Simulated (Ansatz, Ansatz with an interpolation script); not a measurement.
# Settings in Wannier-interpolated G0W0: SiO2 (I-42d), part 2 of 2

Aim: vary the Wannier model and the GW settings for SiO2 (I-42d) and see what the interpolated bands lose.

Ansatz 0.2.0; maximally localised Wannier functions, LDA, plane waves, PAW; PAW set soft_1. Known limits of the many-body steps: not at the basis limit; coarse k mesh.

So far. Step 4 (Wannier model on 6×6×6): Near the gap the model misses directly solved bands by 2.5 meV r.m.s. and by 36 meV at most in the window tested. This tests the starting bands, not the corrections carried with them.

### Step 6. G0W0: 6×6×6 mesh, 352 empty bands, screening to 150 eV, PAW set soft_1 files

Now the one-shot GW correction: screening in the RPA, then the self-energy of the levels asked for.

This step: G0W0 on LDA, plane waves, PAW; PAW set soft_1.

Contents of input.yaml:

```yaml
crystal:
  lattice:
    - [-2.37405, 2.37405, 3.744]
    - [2.37405, -2.37405, 3.744]
    - [2.37405, 2.37405, -3.744]
  atoms:
    - { symbol: Si, position: [0.0, 0.0, 0.0] }
    - { symbol: Si, position: [0.75, 0.25, 0.5] }
    - { symbol: O, position: [0.99838, 0.625, 0.87338] }
    - { symbol: O, position: [0.375, 0.24838, 0.37338] }
    - { symbol: O, position: [0.75162, 0.125, 0.12662] }
    - { symbol: O, position: [0.875, 0.00162, 0.62662] }
kpoints:
  mp_grid: { grid: [6, 6, 6] }
hamiltonian:
  xc: lda
  pseudopotentials: { kind: paw, azcp: { folder: soft_1 }, xc_functional: pbe }
scf:
  occupations: { method: fixed }
gw:
  n_empty_bands: 352
  ecut_chi: 150.0
  qp_bands: [v12, c2]
  screening: { model: contour_deformation }
```

The run is started by

```bash
$ ansatz run input.yaml --threads 3 --pin off --max-ram 92160MiB --backend cuda --events-out ev --progress --plain --runs-dir out --devices 1 --max-vram 13GiB
```

Numbers of over 12 decimals in the logs are rounded to 6 here.

What it wrote:

```text
GPUs: using 1 of 1 available (devices: 1).
[...]
GPU FFT provider: cuFFT
GPU libraries: cuBLAS 13.8.2, cuFFT 12.4.0, cuSOLVER 12.3.4
Crystal: 6 atoms, lattice volume = 84.406 Å³
Basis set: ecut = 420 eV, 1637 PW (Γ)
Bands: 22, of which v1, the nominal top of the filled ones, is band 16 counted from 1 (15 counted from 0)
Symmetry: 8 space group operations
[...]
k-points: 30 of 216 (time reversal used)
[...]
0    12     -0.5521   -25.8515     4.0237   -20.0329  0.8014    -2.3767    -2.3470  root
[...]
29    15      0.7012   -26.4322     4.0748   -20.6274  0.8010    -1.0552    -1.0288  root
    29    16      0.7012   -26.4322     4.0748   -20.6274  0.8010    -1.0552    -1.0288  root
    29    17      9.5984    -7.4282    -3.5612   -12.7363  0.8545    11.3651    11.3452  root
    29    18      9.5984    -7.4282    -3.5612   -12.7363  0.8545    11.3651    11.3452  root
[key lines of the parts left out:]
SCF converged after 7 iterations
Free energy (F): -3445.348801 eV
Fermi energy:    0.804123 eV
```

Run time: 3.3 min. Hardware: 1 × NVIDIA H100 80GB HBM3 (shared by 6 runs) with 3 threads of AMD EPYC 7R13 (Zen 3), shared host; peak memory 1.9 GiB.

The G0W0 gap on the mesh is 9.042 eV.

### Step 7. G0W0: 3×3×3 mesh, 352 empty bands, screening to 150 eV, PAW set soft_1 files

input.yaml: that of step 6 with these lines changed.

```diff
@@ -13,3 +13,3 @@
 kpoints:
-  mp_grid: { grid: [6, 6, 6] }
+  mp_grid: { grid: [3, 3, 3] }
 hamiltonian:
```

What it wrote:

```text
GPUs: using 1 of 1 available (devices: 1).
[...]
GPU FFT provider: cuFFT
GPU libraries: cuBLAS 13.8.2, cuFFT 12.4.0, cuSOLVER 12.3.4
Crystal: 6 atoms, lattice volume = 84.406 Å³
Basis set: ecut = 420 eV, 1637 PW (Γ)
Bands: 22, of which v1, the nominal top of the filled ones, is band 16 counted from 1 (15 counted from 0)
Symmetry: 8 space group operations
[...]
k-points: 6 of 27 (time reversal used)
[...]
0    12     -0.5519   -25.8816     4.0434   -20.0328  0.8011    -2.3875    -2.3572  root
[...]
5    15      0.3394   -26.1097     4.1131   -20.2160  0.7996    -1.4704    -1.4411  root
     5    16      0.6669   -26.2216     4.0870   -20.3778  0.8011    -1.1175    -1.0899  root
     5    17      9.5292    -7.7479    -3.7984   -13.3971  0.8519    11.4028    11.3800  root
     5    18      9.9214    -7.5440    -3.8633   -13.3078  0.8524    11.8464    11.8220  root
[key lines of the parts left out:]
SCF converged after 7 iterations
Free energy (F): -3445.348216 eV
Fermi energy:    0.804384 eV
```

Run time: 11 s. Hardware: 1 × NVIDIA H100 80GB HBM3 (shared by 6 runs) with 3 threads; peak memory 1.2 GiB.

The G0W0 gap on the mesh is 9.058 eV.

### Step 8. G0W0: 6×6×6 mesh, 163 empty bands, screening to 90 eV, PAW set soft_1 files

input.yaml: that of step 7 with these lines changed.

```diff
@@ -13,3 +13,3 @@
 kpoints:
-  mp_grid: { grid: [3, 3, 3] }
+  mp_grid: { grid: [6, 6, 6] }
 hamiltonian:
@@ -20,4 +20,4 @@
 gw:
-  n_empty_bands: 352
-  ecut_chi: 150.0
+  n_empty_bands: 163
+  ecut_chi: 90
   qp_bands: [v12, c2]
```

What it wrote:

```text
GPUs: using 1 of 1 available (devices: 1).
[...]
GPU FFT provider: cuFFT
GPU libraries: cuBLAS 13.8.2, cuFFT 12.4.0, cuSOLVER 12.3.4
Crystal: 6 atoms, lattice volume = 84.406 Å³
Basis set: ecut = 420 eV, 1637 PW (Γ)
Bands: 22, of which v1, the nominal top of the filled ones, is band 16 counted from 1 (15 counted from 0)
Symmetry: 8 space group operations
[...]
k-points: 30 of 216 (time reversal used)
[...]
0    12     -0.5521   -25.8515     4.2807   -20.0329  0.8050    -2.1117    -2.0901  root
[...]
29    15      0.7012   -26.4322     4.3295   -20.6274  0.8051    -0.7932    -0.7742  root
    29    16      0.7012   -26.4322     4.3295   -20.6274  0.8051    -0.7932    -0.7742  root
    29    17      9.5984    -7.4282    -3.4439   -12.7363  0.8563    11.4858    11.4625  root
    29    18      9.5984    -7.4282    -3.4439   -12.7363  0.8563    11.4858    11.4625  root
[key lines of the parts left out:]
SCF converged after 7 iterations
Free energy (F): -3445.348801 eV
Fermi energy:    0.804123 eV
```

Run time: 68 s. Hardware: 1 × NVIDIA H100 80GB HBM3 (shared by 6 runs) with 3 threads; peak memory 1.4 GiB.

The G0W0 gap on the mesh is 8.836 eV.

### Step 9. G0W0: 6×6×6 mesh, 352 empty bands, screening to 150 eV, plasmon pole, PAW set soft_1 files

input.yaml: that of step 8 with these lines changed.

```diff
@@ -20,5 +20,5 @@
 gw:
-  n_empty_bands: 163
-  ecut_chi: 90
+  n_empty_bands: 352
+  ecut_chi: 150.0
   qp_bands: [v12, c2]
-  screening: { model: contour_deformation }
+  screening: { model: godby_needs }
```

What it wrote:

```text
GPUs: using 1 of 1 available (devices: 1).
[...]
GPU FFT provider: cuFFT
GPU libraries: cuBLAS 13.8.2, cuFFT 12.4.0, cuSOLVER 12.3.4
Crystal: 6 atoms, lattice volume = 84.406 Å³
Basis set: ecut = 420 eV, 1637 PW (Γ)
Bands: 22, of which v1, the nominal top of the filled ones, is band 16 counted from 1 (15 counted from 0)
Symmetry: 8 space group operations
[...]
k-points: 30 of 216 (time reversal used)
[...]
0    12     -0.5521   -25.8515     4.0987   -20.0329  0.8094    -2.2897    -2.2720  root
[...]
29    15      0.7012   -26.4322     4.1578   -20.6274  0.8077    -0.9619    -0.9458  root
    29    16      0.7012   -26.4322     4.1578   -20.6274  0.8077    -0.9619    -0.9458  root
    29    17      9.5984    -7.4282    -3.5096   -12.7363  0.8595    11.4114    11.3968  root
    29    18      9.5984    -7.4282    -3.5096   -12.7363  0.8595    11.4114    11.3968  root
[key lines of the parts left out:]
SCF converged after 7 iterations
Free energy (F): -3445.348801 eV
Fermi energy:    0.804123 eV
```

Run time: 6.1 min. Hardware: 1 × NVIDIA H100 80GB HBM3 (shared by 6 runs) with 3 threads; peak memory 5.6 GiB.

The G0W0 gap on the mesh is 8.990 eV.

### Step 10. Interpolated results

Times are wall times on 1 × NVIDIA H100 80GB HBM3 (shared by 6 runs) with 3 threads of AMD EPYC 7R13 (Zen 3), shared host, good to a factor of about two.

```csv
GW mesh,empty bands,cutoff (eV),frequency,gap on mesh (eV),gap over zone (eV),direct gap (eV),valence width (eV),GW time
6×6×6,352,150,contour deformation,9.042,9.042,9.042,9.200,3.3 min
3×3×3,352,150,contour deformation,9.058,9.058,9.058,9.202,11 s
6×6×6,163,90,contour deformation,8.836,8.836,8.836,9.258,68 s
6×6×6,352,150,plasmon pole,8.990,8.990,8.990,9.369,6.1 min
```

### Step 11. Results

* 6×6×6 mesh, 352 empty bands, screening to 150 eV, PAW set soft_1 files: 9.04 eV
* 3×3×3 mesh, 352 empty bands, screening to 150 eV, PAW set soft_1 files: 9.06 eV
* 6×6×6 mesh, 163 empty bands, screening to 90 eV, PAW set soft_1 files: 8.84 eV
* 6×6×6 mesh, 352 empty bands, screening to 150 eV, plasmon pole, PAW set soft_1 files: 8.99 eV

What this shows: The largest change, −0.21 eV in the gap over the zone, comes with 6×6×6 mesh, 163 empty bands, screening to 90 eV, PAW set soft_1 files. The first run is a reference, not a converged one, and where a row moves several settings no single cause can be named. Rows on another GW mesh add that mesh's corrections to the bands of the one model. With 3×3×3 mesh, 352 empty bands, screening to 150 eV, PAW set soft_1 files the gap over the zone moves by +0.02 eV and that on the mesh by +0.02 eV. With 6×6×6 mesh, 163 empty bands, screening to 90 eV, PAW set soft_1 files the gap over the zone moves by −0.21 eV and that on the mesh by −0.21 eV. With 6×6×6 mesh, 352 empty bands, screening to 150 eV, plasmon pole, PAW set soft_1 files the gap over the zone moves by −0.05 eV and that on the mesh by −0.05 eV. Gaps over the zone and on the mesh differ where an edge lies off the mesh, or where a GW run starts from another density: the starting gap over the zone is 5.822 eV, on the GW meshes it is 5.822 eV.

[Paths, hosts, dates, memory and timing lines, banners, echoed tables and standing remarks are left out of the program output.]

[Logs are printed without paths, hosts, clocks, repeated set-up lines and the standing remarks that a program may print on its own settings, such as how far it seeks lower states.]

[Runs of the session that timed out or met a known fault of the program may be left out.]

[Hosts, paths, dates, database ids (printed as entryN), source tags and the programs' standing remarks are cut or masked in the printed files.]
